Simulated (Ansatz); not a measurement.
# Graphene zigzag nanoribbon, H-capped, B on C sites (72 atoms): geometry optimisation, part 2 of 2

Wanted: the relaxed structure of graphene zigzag nanoribbon, H-capped, B on C sites (72 atoms) and its electronic structure.

Ansatz 0.2.0; Kohn-Sham DFT, PBE+D4, PAW (set soft_2), plane waves.

The cell: 57 C, 7 B and 8 H. The main run has no spin polarisation.

So far. Step 3 (Relaxation): The relaxation changed the energy by -88.4 meV/atom, and atoms moved by 0.26 Å r.m.s., 0.69 Å at most.

**4. Structure statistics after relaxation**

Bonds before and after, by the cutoffs listed below:

```csv
pair,bonds before,bonds after,mean before (Å),mean after (Å),spread before (Å),spread after (Å)
C-C,71,71,1.422,1.422,0.028,0.019
C-H,8,8,1.089,1.095,0.027,0.003
C-B,21,21,1.417,1.510,0.032,0.023
```

Normalised to the volume that the atoms fill. Pair distribution functions g(r), in bins of 0.2 Å:

```csv
r (Å),total,C-C,C-H,C-B,H-H,H-B,B-B
1.00,0.57,0.00,3.27,0.00,0.00,0.00,0.00
1.20,0.07,0.00,0.43,0.00,0.00,0.00,0.00
1.40,3.72,5.31,0.00,2.55,0.00,0.00,0.00
1.60,0.48,0.00,0.00,3.15,0.00,0.00,0.00
1.80,0.00,0.00,0.00,0.00,0.00,0.00,0.00
2.00,0.00,0.00,0.00,0.00,0.00,0.00,0.00
2.20,0.32,0.00,1.39,0.00,1.62,2.54,0.00
2.40,1.88,2.59,0.00,0.81,6.40,0.81,3.28
2.60,1.03,0.84,0.77,2.29,0.00,0.00,1.57
2.80,0.77,0.91,0.28,0.75,2.04,0.00,1.22
3.00,0.28,0.29,0.13,0.50,0.00,0.00,0.00
3.20,0.00,0.00,0.00,0.00,0.00,0.00,0.00
3.40,0.08,0.00,0.45,0.00,0.00,0.00,0.00
3.60,0.06,0.02,0.16,0.00,0.00,0.70,0.00
3.80,1.00,1.28,0.00,1.31,0.00,0.00,0.67
4.00,0.16,0.10,0.40,0.12,0.00,0.26,0.00
4.20,0.46,0.56,0.25,0.34,0.00,0.49,0.00
4.40,0.42,0.48,0.00,0.68,0.00,0.23,1.05
4.60,0.05,0.00,0.25,0.00,0.36,0.00,0.00
4.80,0.09,0.06,0.25,0.03,0.00,0.19,0.00
5.00,0.67,0.75,0.39,0.62,1.58,0.17,1.63
5.20,0.53,0.62,0.12,0.69,0.57,0.00,1.12
5.40,0.05,0.03,0.13,0.04,0.00,0.00,0.00
5.60,0.08,0.11,0.04,0.02,0.00,0.00,0.00
5.80,0.15,0.16,0.06,0.26,0.00,0.00,0.00
6.00,0.03,0.01,0.14,0.03,0.00,0.00,0.00
6.20,0.31,0.33,0.27,0.32,0.00,0.12,0.00
6.40,0.23,0.20,0.28,0.27,0.00,0.43,0.25
```

Bonds by pair of elements; cutoffs follow the first minimum of g(r), held within bounds set by covalent radii, and pairs that aren't listed don't count as bonded:

```csv
pair A-B,cutoff (Å),bonds,mean length (Å),spread (Å),shortest (Å),B about A,A about B
C-C,1.82,71,1.42,0.019,1.38,2.49,2.49
C-H,1.39,8,1.09,0.003,1.09,0.14,1
C-B,1.93,21,1.51,0.023,1.48,0.368,3
```

How many atoms have how many bonded neighbours:

```csv
element,mean,1,3
B,3,0,7
C,3,0,57
H,1,8,0
```

Bond angles, per cent of each kind in bins of 5°:

```csv
angle (°),C-C-C,B-C-C,C-B-C,C-C-H
115–120,39.2,68.8,47.6,91.7
120–125,60.8,31.2,52.4,8.3
```

Bond angles (no mean is given where the spread exceeds 20°):

```csv
angle,count,mean (°),spread (°)
C-C-C,120,120,1.4
B-C-C,32,119,1.6
C-B-C,21,120,2.2
C-C-H,12,119,1
B-C-H,4,122,0.4
```

By these cutoffs all B atoms have 3, all C atoms have 3 and all H atoms have 1 bonded neighbour. The C-C-C angle averages 120° with a spread of 1.4°.

**5. Single point at the relaxed geometry**

One more single point at the end of the walk gives the fuller output and checks the residual forces.

input.yaml reads:

```yaml
crystal:
  lattice:
    - [9.84, 0.0, 0.0]
    - [0.0, 27.8031, 0.0]
    - [0.0, 0.0, 10.0]
  atoms:
    - { symbol: C, position: [0.99642, 0.23939, 0.50715] }
    - { symbol: C, position: [0.12151, 0.21477, 0.50772] }
    - { symbol: C, position: [0.12228, 0.31649, 0.50179] }
    - { symbol: C, position: [0.9962, 0.29147, 0.50501] }
    [... 62 atom lines left out ...]
    - { symbol: H, position: [0.37256, 0.17551, 0.51015] }
    - { symbol: H, position: [0.37303, 0.82962, 0.43733] }
    - { symbol: H, position: [0.62088, 0.17549, 0.51007] }
    - { symbol: H, position: [0.65086, 0.8266, 0.48998] }
    - { symbol: H, position: [0.8722, 0.17542, 0.51042] }
    - { symbol: H, position: [0.86684, 0.82583, 0.54681] }
kpoints:
  mp_grid: { grid: [2, 1, 1] }
hamiltonian:
  xc: pbe
  dispersion: d4
scf:
  occupations: { method: gaussian, width: 0.025 }
output:
  forces: true
  populations: true
  dos:
    method: { smearing: { sigma: 0.1 } }
    de: 0.1
    projected:
      site_lists:
        B: [B]
        C: [C]
        H: [H]
        sheet: [0, 1, 2, 3, 4, 5, 6, 7, 8, 9, 10, 11, 12, 13, 14, 15, 16, 17, 18, 19, 20, 21, 22, 23, 24, 25, 26, 27, 28, 29, 30, 31, 32, 33, 34, 35, 36, 37, 38, 39, 40, 41, 42, 43, 44, 45, 46, 47, 48, 49, 50, 51, 52, 53, 54, 55, 56, 57, 58, 59, 60, 61, 62, 63]
        hydrogen: [64, 65, 66, 67, 68, 69, 70, 71]
  eigenvalues: true
  write_density: true
  write_potential: true
  volumetric_format: npy
  elf: true
```

Command:

```sh
$ ansatz run input.yaml --threads 4 --pin off --max-ram 8192MiB --backend cpu --events-out ev --progress --plain --runs-dir out
```

Numbers of over 12 decimals in the logs are rounded to 6 here.

What it wrote:

```text
[...]
Crystal: 72 atoms, lattice volume = 2735.825 Å³
Basis set: ecut = 420 eV, 53509 PW (Γ), exchange–correlation on 144×384×144 points (8 copies of the dense FFT grid, shifted against one another)
Bands: 201, of which v1, the nominal top of the filled ones, is band 129 counted from 1 (128 counted from 0)
Symmetry: 1 space group operations
[...]
k-points: 2
[...]
SCF iter   1: F=—  HF=-15519.293617 eV  |F-HF|=—  |Δ(HF+E_count)|=         —  Δρ=7.05e-3  dr2=7.38e0  ethr=1.77e-3  ⟨swp⟩=7.0  Hψ=2049  notcnv=0  defer=116
[...]
SCF iter  23: F=-15518.402856 eV  HF=-15518.402856 eV  |F-HF|=7.30e-8  |Δ(HF+E_count)|=   8.02e-8  Δρ=1.09e-6  dr2=5.92e-8  ethr=3.89e-11  ⟨swp⟩=10.0  Hψ=2569  notcnv=0
SCF 1 converged in 23 iterations: F = -15518.402856 eV  dr2 = 5.92e-8
[...]
WARN: The output density's exchange-correlation potential varies sharply where the density is thin. Do not read a vacuum level from v_tot or v_xc, or from such a field of the output density. On a cell that repeats whose density bears no net charge and no dipole along the vacuum's axis use v_es (v_loc + v_h of the components); [...]
SCF converged after 23 iterations
Free energy (F): -15518.402856 eV
[...]
Internal energy: -15518.388667 eV  (E = F + TS)
E sigma→0 (E₀):  -15518.395762 eV
Entropy (-TS):   -0.014189 eV (-0.197 meV/atom)
Fermi energy:    -2.508413 eV
[...]
--- Forces (eV/Å), atoms counted from 1 ---
  atom   1  C     -0.00442535     0.01025626    -0.00057728
  atom   2  C      0.00046979    -0.00970217     0.00087150
  atom   3  C      0.00337488     0.00098342     0.00211603
  atom   4  C     -0.00083074    -0.00760899     0.00098746
  atom   5  C      0.00023850    -0.00515391    -0.00181619
  atom   6  C      0.00054648     0.00717729    -0.00136775
  atom   7  C      0.00348534     0.00651761    -0.00261185
  atom   8  B     -0.00314479    -0.00788965     0.00063302
  atom   9  C      0.00090747    -0.01204146    -0.00558404
  atom  10  C     -0.00165270     0.00906736    -0.00447981
  atom  11  C      0.00175366    -0.00542730     0.00440268
  atom  12  C      0.00093674     0.01127833    -0.00352031
  atom  13  B     -0.00293709     0.00126246    -0.00378609
  atom  14  C     -0.00283175    -0.00193630     0.00685939
[...]
atom  71  H     -0.00064798    -0.00279963     0.00117151
  atom  72  H      0.00335266    -0.00298379     0.00213330
  max |Σ_I F_I| component: 3.79e-5 eV/Å
--- Band table (eV) ---
[...]
--- Löwdin populations: 72 sites ---
  site symbol       q [e]
     0      C      3.9476
     1      C      4.1049
     2      C      3.9512
[...]
71      H      0.8084
  spilling = 0.011112 (of n_electrons = 257.000000)
```

Elapsed: 90 s, on 4 threads of Arm Neoverse V1, shared host; peak memory 5.6 GiB.

The program notes that the exchange-correlation potential is rough where the density is thin.

Numbers from this run:

```
free energy                             : -15518.4029 eV
free energy per atom                    : -215.5334 eV/atom
SCF cycles                              : 23
r.m.s. force component                  : 0.00657 eV/Å
longest force                           : 0.03281 eV/Å
Fermi energy                            : -2.508 eV
levels partly filled by over 2 per cent : 2
spilling of the projection              : 0.01111
```

Löwdin charges by element (they lack the spilled electrons, 0.040 e an atom on average):

```csv
element,coordination,atoms,mean charge (e),spread,least,most
B,all,7,0.146,0.0342,0.113,0.196
C,all,57,0.005,0.0804,-0.285,0.0907
H,all,8,0.194,0.0066,0.184,0.201
```

By region:

```csv
region,atoms,mean length of the force (eV/Å)
sheet,64,0.01
hydrogen,8,0.009
```

Density of states as counts of states in windows of 1 eV (from the Fermi level), total and the larger projections:

```csv
from (eV),to (eV),total,sheet,C p,B p,C s
-10,-9,8.9,8.5,5.4,0.4,2.3
-9,-8,14.3,13.6,10.3,0.4,2.5
-8,-7,12.0,11.4,9.0,0.5,1.5
-7,-6,21.0,19.7,17.1,0.6,1.6
-6,-5,26.0,24.6,22.5,0.6,0.9
-5,-4,25.8,24.8,22.2,1.4,0.7
-4,-3,20.0,19.5,17.1,1.8,0.4
-3,-2,20.4,20.0,16.8,2.7,0.4
-2,-1,16.5,16.2,13.6,2.3,0.2
-1,0,11.6,11.6,9.5,2.0,0.1
0,1,7.2,7.1,6.1,1.0,0.0
1,2,3.1,3.1,2.9,0.2,0.0
2,3,7.0,6.8,6.4,0.3,0.0
3,4,13.8,11.0,10.2,0.8,0.1
4,5,21.6,9.3,7.3,1.6,0.3
```

Between -19 and -10 eV lie 80 more states.

The levels nearest the highest filled one (over half full), pooled over k-points and spins:

```csv
level less the highest filled one (eV),occupation
-0.456,2
-0.442,2
-0.360,2
-0.347,2
-0.253,2
0,1.09
0.0044,0.898
0.0496,0.007
0.284,0
0.408,0
0.749,0
0.762,0
```

Valence density in the ab plane at fractional z = 0.498, with atoms of C and B and H within 0.2 Å of it. It is the smooth field of the valence electrons, not physical close to the nuclei.

Ten even steps from '_' (0.0 e/Å³) to '@' (1.9 e/Å³), each cell a mean:
```
________________________________________________________
________________________________________________________
________________________________________________________
______..____________________________..__________________
..::--++++::......--==--::..__..--**@@++::....--==--::..
++++====++++==--======--------==++****%%%%%%##++========
----::....--##%%**--....--++##++--..::==##%%**--....::--
::--**%%%%%%**++**##%%%%##++++**##@@@@##**++**######++--
::--**@@@@++::..::++%%%%++--::--**@@@@**--::--**%%##==::
%%##++====++==========--++##%%##++====**@@@@%%++====++%%
%%**==----++%%@@##==::::--**##**==----**@@@@%%++----++%%
::==**%%%%**==--====----::::::--**%%%%**----==##@@%%++--
::==##@@@@##======++++==--::::==**%%%%##++++**%%@@%%++--
++==--::::++%%%%**--..::--====--::::::++%%@@**--::::--==
@@%%**++**##%%%%%%**++++##%%@@%%**++**##@@@@%%**++**##@@
::--##@@%%==::..--##@@%%==::::--**@@%%==::..--##@@%%==::
**##%%%%%%%%##**##%%%%%%%%##**##%%%%%%%%##**##%%%%%%%%##
@@++::..::==%%@@**::..::==%%@@**::..::==%%@@**::..::==%%
##%%%%##%%%%####%%%%##%%%%####%%%%##%%%%####%%%%##%%%%##
__..==%%++::____..==%%++::____..==%%++::____..==%%++::__
________________________________________________________
________________________________________________________
________________________________________________________
________________________________________________________
```
Columns run along a (9.8 Å), rows up along b (27.8 Å). Atoms in or near the plane, at fractional coordinates: C at (0.00, 0.24), C at (0.12, 0.21), C at (0.12, 0.32), C at (0.00, 0.29), C at (0.00, 0.39), C at (0.12, 0.37), C at (0.13, 0.47), B at (0.00, 0.45), C at (0.12, 0.63), C at (0.13, 0.68), C at (0.25, 0.24), C at (0.37, 0.21), C at (0.37, 0.32), C at (0.25, 0.29) and more.

Electrostatic potential energy in the ab plane at fractional z = 0.498, with atoms of C and B and H within 0.2 Å of it. With pseudopotentials it is smooth inside the atoms' cores, unlike the true potential.

Values in eV, 13 rows by 16 columns, each cell a mean:
```
  2   2   2   2   2   2   2   2   2   2   2   2   2   2   2   2
  2   1   1   2   2   2   2   2   2   2   1   1   2   1   1   2
 -6 -16 -20  -9 -11 -10 -14  -5  -8 -15 -42 -15 -11 -12 -15  -5
-24  -8 -10 -29 -44 -12  -9 -21 -36 -12 -13 -31 -46 -13  -8 -15
-10 -31 -47 -13 -11 -25 -48 -13 -11 -30 -49 -16 -14 -32 -41 -10
-43 -11 -10 -31 -44 -10  -7 -20 -40 -13 -13 -34 -50 -15 -12 -31
 -9 -32 -47 -13  -9 -19 -24  -6  -7 -28 -46 -15 -13 -36 -44 -10
-41 -11 -11 -36 -44 -10  -8 -28 -37 -10 -11 -38 -47 -12 -10 -33
-13 -39 -48 -14 -13 -39 -47 -14 -13 -39 -49 -14 -12 -40 -47 -14
-48 -14 -14 -39 -48 -15 -14 -39 -49 -14 -14 -39 -47 -15 -13 -39
 -7 -25 -32  -8  -7 -25 -33  -7  -7 -25 -32  -8  -7 -25 -32  -7
  1   1   1   1   1   1   1   1   1   1   1   1   1   1   1   1
  2   2   2   2   2   2   2   2   2   2   2   2   2   2   2   2
```
Columns run along a (9.8 Å; values clipped at the 3rd and 97th percentile), rows up along b (27.8 Å). Atoms in or near the plane, at fractional coordinates: C at (0.00, 0.24), C at (0.12, 0.21), C at (0.12, 0.32), C at (0.00, 0.29), C at (0.00, 0.39), C at (0.12, 0.37), C at (0.13, 0.47), B at (0.00, 0.45), C at (0.12, 0.63), C at (0.13, 0.68), C at (0.25, 0.24), C at (0.37, 0.21), C at (0.37, 0.32), C at (0.25, 0.29) and more.

Mean Löwdin charges: B +0.15, C +0.01, H +0.19 e (they miss 1.1 % of the electrons, so they add up to more than the cell's charge). Charges this small depend on the projection, at times even in sign. Within 0.4 eV of the Fermi level the largest share is C p (85 % of the projected weight).

A closer look about C31, whose charge lies farthest from its element's mean: 10 atoms, nearest first, numbered in the order of the input, with positions taken from that point.

```csv
atom,x,y,z,distance (Å),bonds,Löwdin charge (e)
C31,0.00,0.00,0.00,0.00,3,-0.29
H68,-0.02,1.09,-0.15,1.10,1,0.18
B48,1.28,-0.76,0.09,1.49,3,0.11
B32,-1.21,-0.77,0.42,1.50,3,0.11
C15,-2.49,-0.03,0.81,2.62,3,-0.11
C47,2.60,-0.09,0.35,2.63,3,-0.16
C45,1.28,-2.31,0.21,2.65,3,-0.01
C29,-1.17,-2.34,0.45,2.66,3,0.01
H66,-2.52,1.07,0.87,2.88,1,0.19
H70,2.71,1.00,0.37,2.92,1,0.19
```

The column of bonds counts only the pairs C-C within 1.82 Å, C-H within 1.39 Å, C-B within 1.93 Å; other neighbours, such as metal atoms beside each other in a compound, aren't counted, and periodic images can show an atom twice.

**6. What came out**

```yaml
energy_change_in_the_relaxation: -88.41 meV/atom
r_m_s_displacement: 0.262 Å
largest_displacement: 0.694 Å
free_energy_per_atom: -215.5334 eV/atom
r_m_s_force_component: 0.00657 eV/Å
wall_time_of_the_3_dft_runs: 11 min
```

What this shows: Relaxation lowers the energy by 88.4 meV/atom and moves atoms by 0.26 Å r.m.s.; the r.m.s. force component goes from 1.8 to 0.0066 eV/Å. By the final cutoffs no bond was broken or made. First to last step the energy falls by 6.366 eV; the largest move, 0.69 Å, is that of H68. The C-B bonds change most in mean length: from 1.417 Å (spread 0.032) to 1.510 Å (spread 0.023). With the cutoffs above, all B atoms have 3, all C atoms have 3 and all H atoms have 1 bonded neighbour. No gap is quoted: the electron count is odd and spin is off, so a level is left part filled.

[Logs are printed without paths, hosts, clocks, repeated set-up lines and the standing remarks that a program may print on its own settings, such as how far it seeks lower states.]

[Hosts, paths, dates, database ids (printed as entryN), source tags and the programs' standing remarks are cut or masked in the printed files.]
